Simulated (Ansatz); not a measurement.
# Cl on Ti(0001): change of the work function, part 3 of 3

How does Cl on the fcc site change the work function of Ti(0001) as the layer fills?

Ansatz 0.2.0; plane-wave DFT, PBE, Ansatz PAW.

So far, work function, upper face (eV): step 2 (the clean slab) 4.37; step 3 (17 atoms, coverage 0.25 ML, cell 2x2) 4.15.

## Step 4: The covered slab, k-mesh 12×12×1, coverage 1 ML

System of this step: Cl/Ti(0001). The cell holds 5 atoms: 4 Ti and 1 Cl. Cell: a = 2.950 Å, b = 2.950 Å, c = 27.015 Å, α = 90.0°, β = 90.0°, γ = 60.0°. Vacuum lies along c.

Another coverage, to see how the dipoles act on each other as their distance changes.

input.yaml

```yaml
crystal:
  lattice:
    - [2.95, 0.0, 0.0]
    - [1.475, 2.5547749412, 0.0]
    - [0.0, 0.0, 27.0145079649]
  atoms:
    - { symbol: Ti, position: [0.6666666667, 0.6666666667, 0.3331543188] }
    - { symbol: Ti, position: [0.0, 0.0, 0.4198595811] }
    - { symbol: Ti, position: [0.6666666667, 0.6666666667, 0.5090821524] }
    - { symbol: Ti, position: [0.0, 0.0, 0.5893603079] }
    - { symbol: Cl, position: [0.3333333333, 0.3333333333, 0.6668456812] }
kpoints:
  mp_grid: { grid: [12, 12, 1] }
hamiltonian:
  xc: pbe
scf:
  occupations: { method: fermi_dirac, width: 0.1 }
  convergence: { dr2_threshold: 1.0e-08 }
efield:
  axis: 3
  dipole_correction: true
  ramp_position: 0.97
  ramp_width: 0.06
relax:
  f_tol: 0.02
  max_steps: 60
  constraints: [{ sites: [0, 1] }]
output:
  write_potential: true
  write_density: true
  volumetric_format: npy
```

Command:

```bash
ansatz run input.yaml --threads 4 --pin off --max-ram 6144MiB --backend cpu --events-out ev --progress --plain --runs-dir out
```

Numbers of over 12 decimals in the logs are rounded to 6 here.

Output:

```text
[...]
Crystal: 5 atoms, lattice volume = 203.597 Å³
Basis set: ecut = 420 eV, 3919 PW (Γ), exchange–correlation on 40×40×384 points (8 copies of the dense FFT grid, shifted against one another)
Bands: 33, of which v1, the nominal top of the filled ones, is band 28 counted from 1 (27 counted from 0)
Symmetry: 6 space group operations
[...]
k-points: 19 of 144 (time reversal used)
[...]
SCF iter   1: F=—  HF=-11078.805840 eV  |F-HF|=—  |Δ(HF+E_count)|=         —  Δρ=1.28e-2  dr2=1.01e1  ethr=1.77e-3  p=-0.100 e·Å  D=-8.92e-2 V/Å  ΔV_dip=2.41 eV  dr2_dipole=5.36e0  V_vac-E_F(+/−)=6.35/3.94 eV  ⟨swp⟩=8.6  Hψ=2957  notcnv=0
[...]
SCF iter  11: F=-11078.665268 eV  HF=-11078.665268 eV  |F-HF|=1.81e-9  |Δ(HF+E_count)|=   2.47e-8  Δρ=1.20e-6  dr2=6.85e-9  ethr=1.82e-11  p=-0.039 e·Å  D=-3.44e-2 V/Å  ΔV_dip=0.93 eV  dr2_dipole=1.75e-9  V_vac-E_F(+/−)=5.34/4.41 eV  ⟨swp⟩=10.8  Hψ=4815  notcnv=0
SCF 1 converged in 11 iterations: F = -11078.665268 eV  dr2 = 6.85e-9
[...]
relax step   1: F+E_penalty+E_count = -11078.66526821 eV  Δ(F+E_penalty+E_count) = +0.000e0 eV  max|allowed force component| = 2.829e0 eV/Å  Δτ_max = 0.0000 Å  (11 SCF iters, accepted)
[...]
SCF iter   1: F=—  HF=-11079.463243 eV  |F-HF|=—  |Δ(HF+E_count)|=         —  Δρ=1.76e-2  dr2=2.41e0  ethr=3.10e-3  p=-0.039 e·Å  D=-3.44e-2 V/Å  ΔV_dip=0.93 eV  dr2_dipole=2.74e-1  V_vac-E_F(+/−)=5.30/4.37 eV  ⟨swp⟩=5.5  Hψ=1828  notcnv=0
[...]
SCF iter  10: F=-11079.222268 eV  HF=-11079.222268 eV  |F-HF|=3.59e-9  |Δ(HF+E_count)|=   1.78e-8  Δρ=1.17e-6  dr2=4.73e-9  ethr=1.82e-11  p=0.009 e·Å  D=7.82e-3 V/Å  ΔV_dip=-0.21 eV  dr2_dipole=1.43e-10  V_vac-E_F(+/−)=4.18/4.40 eV  ⟨swp⟩=10.4  Hψ=4600  notcnv=0
SCF 2 converged in 10 iterations: F = -11079.222268 eV  dr2 = 4.73e-9
relax step   2: F+E_penalty+E_count = -11079.22226798 eV  Δ(F+E_penalty+E_count) = -5.570e-1 eV  max|allowed force component| = 2.512e-1 eV/Å  Δτ_max = 0.1948 Å  (10 SCF iters, accepted)
SCF iter   1: F=—  HF=-11079.293901 eV  |F-HF|=—  |Δ(HF+E_count)|=         —  Δρ=1.17e-2  dr2=2.31e0  ethr=3.10e-3  p=0.009 e·Å  D=7.82e-3 V/Å  ΔV_dip=-0.21 eV  dr2_dipole=1.42e-1  V_vac-E_F(+/−)=4.26/4.47 eV  ⟨swp⟩=5.2  Hψ=1773  notcnv=0
[...]
SCF iter  10: F=-11079.236666 eV  HF=-11079.236666 eV  |F-HF|=3.24e-9  |Δ(HF+E_count)|=   3.22e-8  Δρ=1.07e-6  dr2=6.65e-9  ethr=1.82e-11  p=0.012 e·Å  D=1.09e-2 V/Å  ΔV_dip=-0.30 eV  dr2_dipole=3.04e-10  V_vac-E_F(+/−)=4.11/4.40 eV  ⟨swp⟩=10.1  Hψ=4416  notcnv=0
SCF 3 converged in 10 iterations: F = -11079.236666 eV  dr2 = 6.65e-9
relax step   3: F+E_penalty+E_count = -11079.23666577 eV  Δ(F+E_penalty+E_count) = -1.440e-2 eV  max|allowed force component| = 1.282e-1 eV/Å  Δτ_max = 0.1934 Å  (10 SCF iters, accepted)
SCF iter   1: F=—  HF=-11079.241769 eV  |F-HF|=—  |Δ(HF+E_count)|=         —  Δρ=2.62e-3  dr2=1.19e-1  ethr=2.02e-3  p=0.012 e·Å  D=1.09e-2 V/Å  ΔV_dip=-0.30 eV  dr2_dipole=1.45e-2  V_vac-E_F(+/−)=4.09/4.39 eV  ⟨swp⟩=2.7  Hψ=1212  notcnv=0
[...]
SCF iter   8: F=-11079.239781 eV  HF=-11079.239781 eV  |F-HF|=7.99e-9  |Δ(HF+E_count)|=   8.82e-8  Δρ=1.21e-6  dr2=6.29e-9  ethr=1.82e-11  p=0.012 e·Å  D=1.02e-2 V/Å  ΔV_dip=-0.28 eV  dr2_dipole=5.29e-12  V_vac-E_F(+/−)=4.12/4.40 eV  ⟨swp⟩=10.2  Hψ=4572  notcnv=0
SCF 4 converged in 8 iterations: F = -11079.239781 eV  dr2 = 6.29e-9
relax step   4: F+E_penalty+E_count = -11079.23978105 eV  Δ(F+E_penalty+E_count) = -3.115e-3 eV  max|allowed force component| = 1.158e-2 eV/Å  Δτ_max = 0.0433 Å  (8 SCF iters, accepted)
[...]
SCF converged after 8 iterations
Free energy (F): -11079.239781 eV
[...]
Internal energy: -11079.033305 eV  (E = F + TS)
E sigma→0 (E₀):  -11079.136543 eV
Entropy (-TS):   -0.206476 eV (-41.295 meV/atom)
Fermi energy:    2.892634 eV
Dipole field:    D = 0.010240 V/Å  (p = 0.011522 e·Å, saw-weighted, corrected)
Work function:   Φ+ = 4.1239 eV   Φ− = 4.4005 eV
[...]
--- Forces (eV/Å), atoms counted from 1 ---
  atom   1  Ti     0.00000000     0.00000000     0.53530480
  atom   2  Ti    -0.00000000    -0.00000000    -0.54841859
  atom   3  Ti    -0.00000000     0.00000000     0.01157621
  atom   4  Ti    -0.00000000    -0.00000000     0.00303946
  atom   5  Cl    -0.00000000     0.00000000    -0.00152383
  max |Σ_I F_I| component: 2.20e-5 eV/Å
--- Band table (eV; the first three rows and the last of 19) ---
  k-point 0: bands = [... 24 lower, 2.7795, 3.1761, 3.2911, 3.5376, 3.5376, 3.6251, 3.6356, 3.6356, ... 1 higher]
  k-point 1: bands = [... 24 lower, 2.7156, 3.0527, 3.1342, 3.3757, 3.4643, 3.6242, 3.7295, 3.7559, ... 1 higher]
  k-point 2: bands = [... 24 lower, 2.4056, 2.6828, 2.9145, 3.1019, 3.2494, 3.6333, 3.7453, 3.8350, ... 1 higher]
  k-point 18: bands = [... 24 lower, 1.6924, 2.1918, 2.2613, 2.7992, 2.8380, 2.9959, 3.1741, 3.9833, ... 1 higher]
--- Relaxed structure (4 steps of the walk, 4 accepted, 0 SCFs on fresh bases) ---
  F+E_penalty+E_count = -11079.23978105 eV   max|allowed force component| = 1.158e-2 eV/Å
  atoms:
    - { symbol: Ti, position: [0.666667, 0.666667, 0.333154] }
    - { symbol: Ti, position: [-1.850371707762447e-17, -1.850371707762447e-17, 0.419860] }
    - { symbol: Ti, position: [0.666667, 0.666667, 0.507246] }
    - { symbol: Ti, position: [-1.8767311269096866e-17, -1.797652869467968e-17, 0.590708] }
    - { symbol: Cl, position: [0.333333, 0.333333, 0.654078] }
```

Run time: 12 s. Hardware: 4 threads of Intel Xeon at 2.80GHz (Skylake/Cascade Lake), shared host; peak memory 0.59 GiB; 45 s of CPU time.

The steps of the relaxation:

```
step  energy less that of the first step (eV)  largest force component (eV/Å)
   1                                   0.0000                          2.8288
   2                                  -0.5570                          0.2512
   3                                  -0.5714                          0.1282
   4                                  -0.5745                          0.0116
```

The run keeps the 6 symmetry operations that it works with, so distortions that break them were not tested.

The atoms that moved most (Å):

```
atom     dx     dy      dz  length
 Cl5  0.000  0.000  -0.345   0.345
 Ti3  0.000  0.000  -0.050   0.050
 Ti4  0.000  0.000   0.036   0.036
```

The relaxed structure:

```xyz
5
Lattice="2.9500 0.0000 0.0000 1.4750 2.5548 0.0000 0.0000 0.0000 27.0145" Properties=species:S:1:pos:R:3
Ti    2.9500    1.7032    9.0000
Ti    0.0000    0.0000   11.3423
Ti    2.9500    1.7032   13.7030
Ti    0.0000    0.0000   15.9577
Cl    1.4750    0.8516   17.6696
```

Numbers from this step:

```yaml
energy_at_zero_smearing: -11079.1365 eV
work_function_upper_face: 4.124 eV
work_function_lower_face: 4.401 eV
dipole_along_the_normal: 0.01152 e·Å
step_between_the_vacuum_levels: -0.2766 eV
```

Running mean over 2.342 Å of the planar mean; the ramp of the sawtooth is left out. The electron's electrostatic potential energy less the Fermi level by z:

```
z (Å)  electron's electrostatic potential energy less the Fermi level (eV)
  3.5                                                                 4.40
  4.0                                                                 4.40
  4.5                                                                 4.39
  5.0                                                                 4.38
  5.5                                                                 4.34
  6.0                                                                 4.22
  6.5                                                                 3.86
  7.0                                                                 2.88
  7.5                                                                0.374
  8.0                                                                -3.14
  8.5                                                                -5.87
  9.0                                                                -6.74
  9.5                                                                -6.71
 10.0                                                                -6.60
 10.5                                                                -6.57
 11.0                                                                -6.59
 11.5                                                                -6.61
 12.0                                                                -6.58
 12.5                                                                -6.56
 13.0                                                                -6.57
 13.5                                                                -6.62
 14.0                                                                -6.76
 14.5                                                                -7.04
 15.0                                                                -7.15
 15.5                                                                -7.16
 16.0                                                                -7.86
 16.5                                                                -9.55
 17.0                                                                -9.54
 17.5                                                                -7.14
 18.0                                                                -4.76
 18.5                                                                -2.44
 19.0                                                                0.884
 19.5                                                                 3.31
 20.0                                                                 3.98
 20.5                                                                 4.10
 21.0                                                                 4.12
 21.5                                                                 4.12
 22.0                                                                 4.12
 22.5                                                                 4.12
 23.0                                                                 4.12
 23.5                                                                 4.12
```

The relaxation took 4 steps and lowered the energy by 0.57 eV; the largest force on the free atoms ends at 0.012 eV/Å.

The covered face has 4.12 eV, -0.25 eV against the clean one; the bare back face has moved by -0.02 eV, a measure of how thin the slab is.

## Step 5: Work function against coverage

This step: plane-wave DFT, PBE, Ansatz PAW; work function against coverage (Ansatz 0.2.0).

The runs are now put side by side.

Numbers from this step:

```yaml
work_function_of_the_clean_face: 4.373 eV
largest_change_of_the_work_function: -0.2490 eV
```

Table of work function of the covered face by coverage:

```
coverage (adsorbates/nm²)  work function of the covered face (eV)
                     0.00                                    4.37
                     3.32                                    4.15
                    13.27                                    4.12
```

The dipole per adsorbate comes from the change of the cell's dipole. Coverage, by row:

```
coverage (1/nm²)  coverage (ML)  work function (eV)  change (eV)  dipole per adsorbate, positive end outwards (debye)  mean height of the added atoms over the highest substrate atom (Å)
           3.317           0.25               4.153      -0.2196                                                0.172                                                               1.767
           13.27              1               4.124       -0.249                                                0.045                                                               1.712
```

## Step 6: Summary of results

```yaml
work_function_of_the_clean_face: 4.37 eV
work_function_at_0p25_ml: 4.15 eV
work_function_at_1_ml: 4.12 eV
dipole_per_adsorbate_at_0p25_ml_positive_end_outwards: 0.17 D
```

**Reading.** Cl lowers the work function of Ti(0001) at the lowest coverage, by 0.22 eV: the adsorbate layer has its positive end outwards. An electronegative adsorbate that lowers the work function shows that charge transfer alone doesn't fix the sign: the pushed-back electron tail of the metal and the adsorbate's own polarisation count too. At the highest coverage the adsorbates are pressed to about 3.0 Å, closer than unbonded atoms of this kind usually come, so a real layer may not reach it. The slab has 4 layers, at the tabulated experimental lattice constant, one starting site was run, and quantum-size effects of a slab this thin can reach one or two tenths of an eV.

[Logs are printed without paths, hosts, clocks, repeated set-up lines and the standing remarks that a program may print on its own settings, such as how far it seeks lower states.]

[Hosts, paths, dates, database ids (printed as entryN), source tags and the programs' standing remarks are cut or masked in the printed files.]

[Maps of the electrostatic potential energy from Ansatz leave out the sawtooth potential of an applied field or a dipole correction, so their vacuum need not be flat; planar profiles and work functions include it.]
